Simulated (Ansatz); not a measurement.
# Ca3TlN (Pm-3m): phonons and vibrational spectra, part 2 of 2

How does Ca3TlN (Pm-3m) vibrate, and is this structure a minimum?

Ansatz 0.2.0; DFT PBEsol, scalar-relativistic, plane waves, PAW; PAW set soft_1.

So far. Step 3 (Relaxing to small forces for the phonons): The forces vanish by symmetry and the pressure is 0.009 GPa, within the tolerances set. The cell now holds 23.17 Å³/atom. The relaxed cell has a = 4.875 Å (conventional setting).

**4. Linear response at the zone centre**

The zone centre comes first: it holds the modes that light can see, as far as symmetry allows. No field response is asked, since the mesh shows no gap.

File input.yaml:

```yaml
crystal:
  lattice:
    - [4.8747400695, 0.0, 0.0]
    - [0.0, 4.8747400695, 0.0]
    - [0.0, 0.0, 4.8747400695]
  atoms:
    - { symbol: Ca, position: [0.5, 0.5, 0.0] }
    - { symbol: Ca, position: [0.5, 0.0, 0.5] }
    - { symbol: Ca, position: [0.0, 0.5, 0.5] }
    - { symbol: Tl, position: [0.0, 0.0, 0.0] }
    - { symbol: "N", position: [0.5, 0.5, 0.5] }
kpoints:
  mp_grid: { grid: [8, 8, 8] }
hamiltonian:
  xc: pbesol
  pseudopotentials: { kind: paw, azcp: { folder: soft_1 }, xc_functional: pbe }
scf:
  occupations: { method: methfessel_paxton, width: 0.2 }
output:
  eigenvalues: true
phonons:
  method: dfpt
```

Run with:

```bash
$ ansatz run input.yaml --threads 4 --pin off --max-ram 10240MiB --backend cpu --events-out ev --progress --plain --runs-dir out
```

Numbers of over 12 decimals in the logs are rounded to 6 here.

Log:

```text
zone centre: on kpoints.mp_grid the ground state, and the responses unless they are solved on pairs of k-points, stand on 125 of the mesh's 512 k-points, reduced under 8 symmetry operations, with k and −k counted as one. Each operation leaves every solved displacement unchanged or reverses it
[...]
Crystal: 5 atoms, lattice volume = 115.839 Å³
Basis set: ecut = 420 eV, 2301 PW (Γ), exchange–correlation on 72×72×72 points (8 copies of the dense FFT grid, shifted against one another)
Bands: 29, of which v1, the nominal top of the filled ones, is band 24 counted from 1 (23 counted from 0)
Symmetry: 48 space group operations
k-points: 125 of 512 (irreducible under 8 space group operations)
[...]
SCF iter   1: F=—  HF=-17061.763961 eV  |F-HF|=—  |Δ(HF+E_count)|=         —  Δρ=3.87e-2  dr2=2.57e0  ethr=3.10e-3  ⟨swp⟩=7.5  Hψ=16407  notcnv=0
[...]
SCF iter  13: F=-17060.899516 eV  HF=-17060.899516 eV  |F-HF|=7.28e-12  |Δ(HF+E_count)|=  7.28e-12  S|Δr|=    0.00e0  Δρ=2.11e-8  dr2=1.02e-12  ethr=1.00e-12  ⟨swp⟩=4.2  Hψ=14621  notcnv=0
SCF 1 converged in 13 iterations: F = -17060.899516 eV  dr2 = 1.02e-12
[...]
DFPT response loops at Γ: preconditioner auto → Kerker (q_TF=auto, 2.356 Å⁻¹) (partly filled bands, converged f_vac=0.000); β = 1.00, the filter's whole step (`scf.mixing.beta` (0.50) is not read by the response loops under this deck's `scf.mixing.preconditioner`; to damp them name `kerker` or `kerker_dos`, under which they read `scf.mixing.beta`, and type it under 1.00, their step now; both keys bind the ground state too); Broyden in place of MSR1
SCF converged after 13 iterations
[...]
Free energy (F): -17060.899516 eV
[...]
Internal energy: -17060.899684 eV  (E = F + TS)
E sigma→0 (E₀):  -17060.899558 eV
Entropy (-TS):   0.000168 eV (0.034 meV/atom)
Fermi energy:    8.491647 eV
[...]
--- Band table (eV; the first three rows and the last of 125) ---
  k-point 0: bands = [... 20 lower, 7.4335, 7.4335, 9.4062, 9.4062, 10.1575, 10.1575, 10.1575, 10.3163, ... 1 higher]
  k-point 1: bands = [... 20 lower, 7.4190, 7.4190, 8.7716, 9.5150, 9.6273, 9.6273, 10.2261, 10.3569, ... 1 higher]
  k-point 2: bands = [... 20 lower, 7.3855, 7.3855, 7.7258, 9.1661, 9.1661, 9.8204, 10.4666, 10.5888, ... 1 higher]
  k-point 124: bands = [... 20 lower, 5.8454, 5.8454, 7.8937, 7.8937, 7.8937, 10.9874, 10.9874, 10.9874, ... 1 higher]
--- Phonons (Γ-DFPT): 4 representative perturbations + reference, on 125 of 512 k-points (Σ response iterations 12) ---
  k mesh reduced under 8 symmetry operations, with k and −k counted as one. Each operation leaves every solved displacement unchanged or reverses it
  ASR residual: 4.304e-5 → 0.000e0 eV/Å²; symmetrization residual: 3.028e-6 eV/Å²
  ASR residual per site (eV/Å²): 4.30e-5 4.30e-5 4.30e-5 1.41e-5 3.81e-5
  Γ frequencies (cm⁻¹): 0.00 0.00 0.00 90.40 90.40 90.40 150.38 150.38 150.38 237.15 237.15 237.15 282.89 282.89 282.89
  non-analytic LO–TO correction: not included (Born effective charges unavailable; polar crystals: no LO–TO splitting at Γ)
```

Elapsed: 61 s, on 4 threads of Arm Neoverse V1, shared host; peak memory 1.6 GiB.

This step gave:

```
sum-rule residual before enforcement                    : 4.30e-5 eV/Å²
point group                                             : m-3m
highest optical mode at the zone centre (no LO-TO term) : 282.9 cm⁻¹
lowest optical zone-centre mode                         : 90.4 cm⁻¹
```

Patterns of degenerate modes are one choice out of their space. The modes at Γ (shares of kinetic energy by element, %):

```csv
mode,frequency (cm⁻¹),symmetry,Ca %,Tl %,N %
1,0.0,acoustic,35,60,4
2,0.0,acoustic,36,60,4
3,0.0,acoustic,36,60,4
4,90.4,T1u,54,40,6
5,90.4,T1u,54,40,6
6,90.4,T1u,54,40,6
7,150.4,T2u,100,0,0
8,150.4,T2u,100,0,0
9,150.4,T2u,100,0,0
10,237.2,T1u,95,0,5
11,237.2,T1u,95,0,5
12,237.2,T1u,95,0,5
13,282.9,T1u,16,0,84
14,282.9,T1u,16,0,84
15,282.9,T1u,16,0,84
```

Displacements in mode 4 (90.4 cm⁻¹), the largest set to 1:
```
Ca1  0.63 -0.86 -0.45
Ca2  0.63 -1.00 -0.39
Ca3  0.74 -0.86 -0.39
Tl4 -0.44  0.60  0.27
N5   0.67 -0.91 -0.41
```

Displacements in mode 14 (282.9 cm⁻¹), the largest set to 1:
```
Ca1  0.00 -0.18  0.00
Ca2  0.00  0.00  0.03
Ca3  0.00 -0.18  0.03
Tl4  0.00  0.00  0.00
N5   0.00  1.00 -0.15
```

Before it was imposed, the acoustic sum rule was missed by 4.3e-5 eV/Å². Small misses are needed for a sound result but don't prove that mesh and cutoff are converged. The lowest optical mode is real, 90.4 cm⁻¹.

**5. Phonons on a q mesh**

Stability and thermal properties need the whole zone. Linear response on a 2×2×2 q mesh gives force constants as far as a supercell of that size would.

input.yaml, as its differences from that of step 4:

```diff
@@ -22 +22,8 @@
   method: dfpt
+  qmesh: [2, 2, 2]
+  temperatures: { t_max: 1000, t_step: 50 }
+  qpath:
+    path:
+      - [[0.0, 0.0, 0.0], [0.0, 0.5, 0.0], [0.5, 0.5, 0.0], [0.0, 0.0, 0.0], [0.5, 0.5, 0.5], [0.0, 0.5, 0.0]]
+      - [[0.5, 0.5, 0.5], [0.5, 0.5, 0.0]]
+    npoints: 10
```

Log:

```text
[...]
Crystal: 5 atoms, lattice volume = 115.839 Å³
Basis set: ecut = 420 eV, 2301 PW (Γ), exchange–correlation on 72×72×72 points (8 copies of the dense FFT grid, shifted against one another)
Bands: 29, of which v1, the nominal top of the filled ones, is band 24 counted from 1 (23 counted from 0)
Symmetry: 48 space group operations
k-points: 35 of 512
[...]
SCF iter   1: F=—  HF=-17061.763906 eV  |F-HF|=—  |Δ(HF+E_count)|=         —  Δρ=3.87e-2  dr2=2.57e0  ethr=3.10e-3  ⟨swp⟩=7.8  Hψ=4694  notcnv=0
[...]
SCF iter  13: F=-17060.899516 eV  HF=-17060.899516 eV  |F-HF|=0.00e0  |Δ(HF+E_count)|=  1.09e-11  S|Δr|=    0.00e0  Δρ=2.11e-8  dr2=1.02e-12  ethr=1.00e-12  ⟨swp⟩=4.2  Hψ=4081  notcnv=0
SCF 1 converged in 13 iterations: F = -17060.899516 eV  dr2 = 1.02e-12
[...]
SCF iter   5: F=-17060.899516 eV  HF=-17060.899516 eV  |F-HF|=7.28e-12  |Δ(HF+E_count)|=  3.64e-12  S|Δr|=    0.00e0  Δρ=9.76e-8  dr2=9.42e-12  ethr=1.00e-12  ⟨swp⟩=2.9  Hψ=2366  notcnv=0
SCF 2 converged in 5 iterations: F = -17060.899516 eV  dr2 = 9.42e-12
phonons: the bands overlap, so this run is a metal and interpolates without the dipole-dipole term. If the crystal is really an insulator or semiconductor, its LO-TO splitting is missing
NSCF: frozen V_eff on 35 k-points
[...]
DFPT response loops at q = (0, 0, 0) (fractional): preconditioner auto → Kerker (q_TF=auto, 2.356 Å⁻¹) (partly filled bands, converged f_vac=0.000); β = 1.00, the filter's whole step (`scf.mixing.beta` (0.50) is not read by the response loops under this deck's `scf.mixing.preconditioner`; to damp them name `kerker` or `kerker_dos`, under which they read `scf.mixing.beta`, and type it under 1.00, their step now; both keys bind the ground state too); Broyden in place of MSR1
[...]
SCF converged after 13 iterations
[...]
Free energy (F): -17060.899516 eV
[...]
Internal energy: -17060.899684 eV  (E = F + TS)
E sigma→0 (E₀):  -17060.899558 eV
Entropy (-TS):   0.000168 eV (0.034 meV/atom)
Fermi energy:    8.491647 eV
[...]
--- Band table (eV; the first three rows and the last of 35) ---
  k-point 0: bands = [... 20 lower, 7.4335, 7.4335, 9.4062, 9.4062, 10.1575, 10.1575, 10.1575, 10.3163, ... 1 higher]
  k-point 1: bands = [... 20 lower, 7.4190, 7.4190, 8.7716, 9.5150, 9.6273, 9.6273, 10.2261, 10.3569, ... 1 higher]
  k-point 2: bands = [... 20 lower, 7.3855, 7.3855, 7.7258, 9.1661, 9.1661, 9.8204, 10.4666, 10.5888, ... 1 higher]
  k-point 34: bands = [... 20 lower, 5.8454, 5.8454, 7.8937, 7.8937, 7.8937, 10.9874, 10.9874, 10.9874, ... 1 higher]
--- Phonons (Γ-DFPT): 4 representative perturbations + reference (Σ response iterations 12) ---
  ASR residual: 4.336e-5 → 0.000e0 eV/Å²; symmetrization residual: 2.934e-6 eV/Å²
  ASR residual per site (eV/Å²): 4.34e-5 4.34e-5 4.34e-5 1.44e-5 3.83e-5
[...]
--- Phonons (arbitrary-q DFPT): 4 irreducible q on the 2×2×2 mesh ---
  q = [0.0000, 0.0000, 0.0000] (star 1, of the zone-centre solve; hermiticity 1.02e-6, symmetrization 2.81e-12): -0.00 -0.00 0.00 90.40 90.40 90.40 150.38 150.38 150.38 237.15 237.15 237.15 282.89 282.89 282.89
  q = [0.0000, 0.0000, -0.5000] (star 3, 9 solved perturbations in 975 linear systems a pass and spin channel, the states on 125 of 512 k-point pairs; hermiticity 1.28e-6, symmetrization 5.47e-13): 54.27 54.27 57.42 111.51 111.51 140.30 144.41 165.51 165.51 217.09 217.09 226.95 268.71 268.71 351.24
[...]
sum rule: each row above includes the acoustic sum rule's correction from the zone centre's row sums; it moved no ω² by more than (0.86 cm⁻¹)²
  mesh force constants: q→R imaginary residual 3.11e-18; ASR residual 4.336e-5 → 0.000e0 eV/Å²; symmetrization residual 4.441e-15 eV/Å²
  interpolated dispersion: 62 rows × 15 modes
  density of states and harmonic sums: on the 14×14×14 q-mesh, interpolated from the force constants of a 2×2×2 supercell (no non-analytic term)
  largest difference from the sums on the solved wave vectors: F 8.79e-2 eV, S 1.20e-4 and C_V 3.22e-5 eV/K
  zero-point energy: 0.161653 eV/cell   skipped modes (ω ≤ 0): 3   left out of the sums: 7.29e-5 of the cell's modes: C_V's classical limit lies that fraction below 3 k_B per atom; for a crystal, a wire or a layer, F and S can be off by more, and a phonons.interpolated_qmesh denser along its periods is the remedy for the sampling
```

Run time: 4.6 min. Hardware: 4 threads; peak memory 1.4 GiB.

This step gave:

* sum-rule residual before enforcement: 4.34e-5 eV/Å²
* lowest frequency on the path: 0 cm⁻¹
* highest frequency on the path or at a solved wavevector: 365.2 cm⁻¹
* mean frequency: 173.8 cm⁻¹
* Debye temperature (second moment): 366 K
* logarithmic mean frequency: 145.9 cm⁻¹
* lowest mode on the q mesh (acoustic modes at Γ apart): 52.1 cm⁻¹
* zero-point energy per atom: 32.33 meV
* heat capacity at 300 K: 23.23 J/(mol atoms K)
* vibrational entropy at 300 K: 34.75 J/(mol atoms K)
* edges of the widest gap between branches, on path and mesh: 57.5, 76.3 cm⁻¹

Frequencies (cm⁻¹) solved at each irreducible wavevector; negative means imaginary. Frequencies by wavevector, by row:

```csv
q in reciprocal lattice units,star,mode 1,mode 2,mode 3,mode 4,mode 13,mode 14,mode 15
0 0 0,1,0,0,0,90.4,282.9,282.9,282.9
0 0 -0.5,3,54.3,54.3,57.4,111.5,268.7,268.7,351.2
0 -0.5 -0.5,3,53.1,53.1,57.5,84.8,282.6,365.2,365.2
-0.5 -0.5 -0.5,1,52.1,52.1,52.1,76.3,341,341,341
```

Interpolated from a 2×2×2 q mesh. The phonon branches at the labelled points (cm⁻¹):

```csv
point,branch 1,branch 2,branch 3,branch 4,branch 12,branch 13,branch 14,branch 15
Γ,0,0,0,90,237,283,283,283
halfway,42,42,49,100,232,275,275,316
X,54,54,57,112,227,269,269,351
halfway,53,55,56,112,246,276,320,358
M,53,53,58,85,256,283,365,365
halfway,44,51,55,110,243,275,318,318
Γ,0,0,0,90,237,283,283,283
halfway,49,49,56,107,261,317,317,318
R,52,52,52,76,315,341,341,341
halfway,54,54,54,108,272,316,317,356
X,54,54,57,112,227,269,269,351
jump to R,52,52,52,76,315,341,341,341
halfway,53,53,55,81,290,314,354,354
M,53,53,58,85,256,283,365,365
```

Tetrahedra on a 14×14×14 mesh, mean over bins of 5 cm-1. Interpolated from a 2×2×2 q mesh. Phonon density of states against wavenumber; read off at these points:

wavenumber (cm⁻¹), phonon density of states (1/cm⁻¹/cell) and a bar:
```
        2      0.000 
       18      0.001 
       38      0.014 #
       52      0.336 ##############################
       72      0.000 
       88      0.019 ##
      108      0.097 #########
      122      0.046 ####
      132      0.075 #######
      142      0.072 ######
      158      0.061 #####
      168      0.102 #########
      178      0.067 ######
      192      0.073 #######
      198      0.079 #######
      212      0.038 ###
      228      0.019 ##
      248      0.027 ##
      262      0.014 #
      282      0.054 #####
      298      0.028 ##
      318      0.023 ##
      332      0.027 ##
      352      0.050 ####
      368      0.000
```

The partial phonon density of states has structure finer than the step of the table below, so its rows give means over 10 cm⁻¹, whole bins alone (the curve runs from -10 to 384 cm⁻¹). Peaks (cm⁻¹: height): Ca 109.0: 0.0837, 136.2: 0.0670, 166.0: 0.0901, 195.7: 0.0765; N 280.0: 0.0568, 299.8: 0.0696, 322.1: 0.0582, 344.4: 0.0532; Tl 54.4: 0.278.

Phonopy on the run's constants, 11x11x11 mesh, Gaussian sigma 2.8 cm-1. Interpolated from a 2×2×2 q mesh. Partial phonon density of states against wavenumber; means over each step; values in 1/cm⁻¹/cell:

```csv
wavenumber (cm⁻¹),Ca,N,Tl
0,7.1e-5,7.5e-6,1.2e-4
10,6.2e-5,7.0e-6,1.2e-4
20,6.9e-4,7.3e-5,0.00154
30,0.00143,1.4e-4,0.00460
40,0.00332,2.5e-4,0.0212
50,0.00601,3.0e-4,0.172
60,0.00112,4.9e-5,0.0866
70,3.3e-4,0,1.4e-4
80,0.00783,3.7e-6,5.1e-5
90,0.0231,3.0e-4,0.00148
100,0.0455,0.00138,0.00435
110,0.0749,0.00251,0.00433
120,0.0540,0.00150,0.00125
130,0.0469,0.00100,5.0e-4
140,0.0553,8.2e-4,2.9e-4
150,0.0449,6.3e-4,1.4e-4
160,0.0707,4.9e-4,2.8e-4
170,0.0779,4.3e-4,3.0e-4
180,0.0568,3.1e-4,1.5e-4
190,0.0637,3.1e-4,1.3e-4
200,0.0647,3.6e-4,1.3e-4
210,0.0425,3.0e-4,4.9e-5
220,0.0280,1.5e-4,2.0e-5
230,0.0215,1.9e-4,1.9e-5
240,0.0281,3.3e-4,6.7e-6
250,0.0255,4.1e-4,0
260,0.0162,7.4e-4,0
270,0.0109,0.0139,0
280,0.0104,0.0484,0
290,0.00643,0.0153,0
300,0.00577,0.0458,7.4e-6
310,0.00172,0.00438,0
320,0.00137,0.0362,4.2e-6
330,5.8e-4,0.0197,3.3e-6
340,5.7e-4,0.0350,4.3e-6
350,6.0e-4,0.0424,1.0e-5
360,3.3e-4,0.0245,8.0e-6
370,2.3e-5,0.00141,0
```

Harmonic thermodynamic functions per atom, from the density of states. Interpolated from a 2×2×2 q mesh. Thermodynamic functions, by row:

```csv
T (K),F_vib (meV/atom),S (J/mol-atom/K),C_V (J/mol-atom/K)
0,32.33,0,0
50,31.51,4.727,7.817
100,26.98,12.69,15.37
200,6.7,25.66,21.42
300,-24.86,34.75,23.23
400,-64.54,41.54,23.94
500,-110.5,46.92,24.29
600,-161.5,51.37,24.49
700,-216.7,55.16,24.61
800,-275.6,58.45,24.68
900,-337.8,61.36,24.74
1000,-402.7,63.97,24.77
```

Harmonic mean-square displacement, third of the trace. Interpolated from a 2×2×2 q mesh. Mean square displacements, by row:

```csv
T (K),Ca1 U_eq (Å²),Ca2 U_eq (Å²),Ca3 U_eq (Å²),Tl4 U_eq (Å²),N5 U_eq (Å²)
0,0.00281,0.00281,0.00281,0.00157,0.00411
100,0.00406,0.00406,0.00406,0.00454,0.00462
300,0.00975,0.00975,0.00975,0.01309,0.00808
600,0.019,0.019,0.019,0.02608,0.01478
```

Symmetry leaves 4 wavevectors to solve. The lowest mode among them, the acoustic zeros apart, lies at q = (-0.5, -0.5, -0.5) and is real, 52.1 cm⁻¹.

**6. Another isotope, element Ca, natural mass 40.078 amu**

An isotope changes the mass and not the force constants, so no new electronic calculation is needed; the shifts show which modes move this element.

The same force constants with the mass of Ca changed from 40.078 to 47.953 u (phonopy, no LO-TO term). Both lists are sorted by frequency; levels can cross, so a row need not hold one and the same mode. Modes under 3 cm⁻¹ are left out. Isotope shifts, by row, the first 40 of 57 rows:

```csv
q,rank,natural mass (cm⁻¹),changed mass (cm⁻¹)
0 0 0,4,90.4,86.21
0 0 0,5,90.4,86.21
0 0 0,6,90.4,86.21
0 0 0,7,150.4,137.5
0 0 0,8,150.4,137.5
0 0 0,9,150.4,137.5
0 0 0,10,237.2,217.5
0 0 0,11,237.2,217.5
0 0 0,12,237.2,217.5
0 0 0,13,282.9,279.6
0 0 0,14,282.9,279.6
0 0 0,15,282.9,279.6
0 0 -0.5,1,54.27,54.19
0 0 -0.5,2,54.27,54.19
0 0 -0.5,3,57.42,57.42
0 0 -0.5,4,111.5,102.5
0 0 -0.5,5,111.5,102.5
0 0 -0.5,6,140.3,128.4
0 0 -0.5,7,144.4,132
0 0 -0.5,8,165.5,151.5
0 0 -0.5,9,165.5,151.5
0 0 -0.5,10,217.1,198.8
0 0 -0.5,11,217.1,198.8
0 0 -0.5,12,226.9,207.5
0 0 -0.5,13,268.7,266.7
0 0 -0.5,14,268.7,266.7
0 0 -0.5,15,351.2,351
0 -0.5 -0.5,1,53.15,53.08
0 -0.5 -0.5,2,53.15,53.08
0 -0.5 -0.5,3,57.47,57.47
0 -0.5 -0.5,4,84.75,77.48
0 -0.5 -0.5,5,152.8,140
0 -0.5 -0.5,6,152.8,140
0 -0.5 -0.5,7,159.2,145.6
0 -0.5 -0.5,8,159.2,145.6
0 -0.5 -0.5,9,165.4,151.2
0 -0.5 -0.5,10,187.5,171.5
0 -0.5 -0.5,11,192.2,176.5
0 -0.5 -0.5,12,256,234.1
0 -0.5 -0.5,13,282.6,281.4
```

A mode of this element alone would shift by -8.58 %. The highest zone-centre frequency without the field goes from 282.9 to 279.6 cm⁻¹ (-1.2 %). The product of the frequency ratios over all optical modes at Γ is 0.494; the product rule, (m/m′)^(3k/2) (M′/M)^(3/2) with k = 3 such atoms and M the mass of the cell, gives 0.494.

**7. Another isotope, element N, natural mass 14.007 amu**

The same for N, from 14.01 to 15.00 u.

The same force constants with the mass of N changed from 14.007 to 15.000 u (phonopy, no LO-TO term). Both lists are sorted by frequency; levels can cross, so a row need not hold one and the same mode. Modes under 3 cm⁻¹ are left out. Isotope shifts, by row, the first 40 of 57 rows:

```csv
q,rank,natural mass (cm⁻¹),changed mass (cm⁻¹)
0 0 0,4,90.4,90.2
0 0 0,5,90.4,90.2
0 0 0,6,90.4,90.2
0 0 0,7,150.4,150.4
0 0 0,8,150.4,150.4
0 0 0,9,150.4,150.4
0 0 0,10,237.2,236.7
0 0 0,11,237.2,236.7
0 0 0,12,237.2,236.7
0 0 0,13,282.9,274.9
0 0 0,14,282.9,274.9
0 0 0,15,282.9,274.9
0 0 -0.5,1,54.27,54.27
0 0 -0.5,2,54.27,54.27
0 0 -0.5,3,57.42,57.42
0 0 -0.5,4,111.5,111.2
0 0 -0.5,5,111.5,111.2
0 0 -0.5,6,140.3,140.3
0 0 -0.5,7,144.4,144.4
0 0 -0.5,8,165.5,165.5
0 0 -0.5,9,165.5,165.5
0 0 -0.5,10,217.1,216.9
0 0 -0.5,11,217.1,216.9
0 0 -0.5,12,226.9,226.9
0 0 -0.5,13,268.7,260.6
0 0 -0.5,14,268.7,260.6
0 0 -0.5,15,351.2,339.5
0 -0.5 -0.5,1,53.15,53.15
0 -0.5 -0.5,2,53.15,53.15
0 -0.5 -0.5,3,57.47,57.47
0 -0.5 -0.5,4,84.75,84.75
0 -0.5 -0.5,5,152.8,152.7
0 -0.5 -0.5,6,152.8,152.7
0 -0.5 -0.5,7,159.2,159.2
0 -0.5 -0.5,8,159.2,159.2
0 -0.5 -0.5,9,165.4,165.4
0 -0.5 -0.5,10,187.5,187.5
0 -0.5 -0.5,11,192.2,191.8
0 -0.5 -0.5,12,256,256
0 -0.5 -0.5,13,282.6,273.8
```

A mode of this element alone would shift by -3.37 %. The highest zone-centre frequency without the field goes from 282.9 to 274.9 cm⁻¹ (-2.8 %). The product of the frequency ratios over all optical modes at Γ is 0.906; the product rule, (m/m′)^(3k/2) (M′/M)^(3/2) with k = 1 such atoms and M the mass of the cell, gives 0.906.

**8. Another isotope, element Tl, natural mass 204.38 amu**

The same for Tl, from 204.38 to 202.97 u.

A mode of this element alone would shift by +0.35 %. The highest zone-centre frequency without the field goes from 282.9 to 282.9 cm⁻¹ (+0.0 %). The product of the frequency ratios over all optical modes at Γ is 1.004; the product rule, (m/m′)^(3k/2) (M′/M)^(3/2) with k = 1 such atoms and M the mass of the cell, gives 1.004.

**9. Summary of results**

```yaml
space_group_after_relaxation_within_0p01_a: Pm-3m
volume_per_atom: 23.2 Å³
electronic_character: no gap on this mesh
highest_optical_mode_at_the_zone_centre_no_lo_to_term: 283 cm⁻¹
lowest_optical_zone_centre_mode: 90.4 cm⁻¹
lowest_mode_on_the_q_mesh_acoustic_modes_at_gamma_apart: 52.1 cm⁻¹
highest_frequency_on_the_path_or_at_a_solved_wavevector: 365 cm⁻¹
zero_point_energy_per_atom: 32.3 meV
heat_capacity_at_300_k: 23.2 J/(mol atoms K)
vibrational_entropy_at_300_k: 34.7 J/(mol atoms K)
debye_temperature_second_moment: 366 K
imaginary_modes_on_the_2x2x2_q_mesh: none
```

**Reading.** The structure is a minimum as far as tested: no mode is imaginary at the 4 irreducible wavevectors of the 2×2×2 mesh, and the softest away from the acoustic zeros lies at 52 cm⁻¹. The optical modes at Γ span 90 to 283 cm⁻¹. The highest mode in this list at Γ, 282.9 cm⁻¹, is mostly motion of N (84 % of the kinetic energy). On the path and the mesh, the widest gap between branches runs from 58 to 76 cm⁻¹. With no gap, or one that is small against the smearing, the frequencies hang on the k mesh and the smearing, most of all near Kohn anomalies. Spin-orbit coupling is left out, which can matter for the heavy elements here. The PAW files were made for PBE and serve the other functionals too. These are harmonic frequencies at zero temperature: anharmonic shifts, linewidths and thermal expansion are left out.

[Logs are printed without paths, hosts, clocks, repeated set-up lines and the standing remarks that a program may print on its own settings, such as how far it seeks lower states.]

[Hosts, paths, dates, database ids (printed as entryN), source tags and the programs' standing remarks are cut or masked in the printed files.]
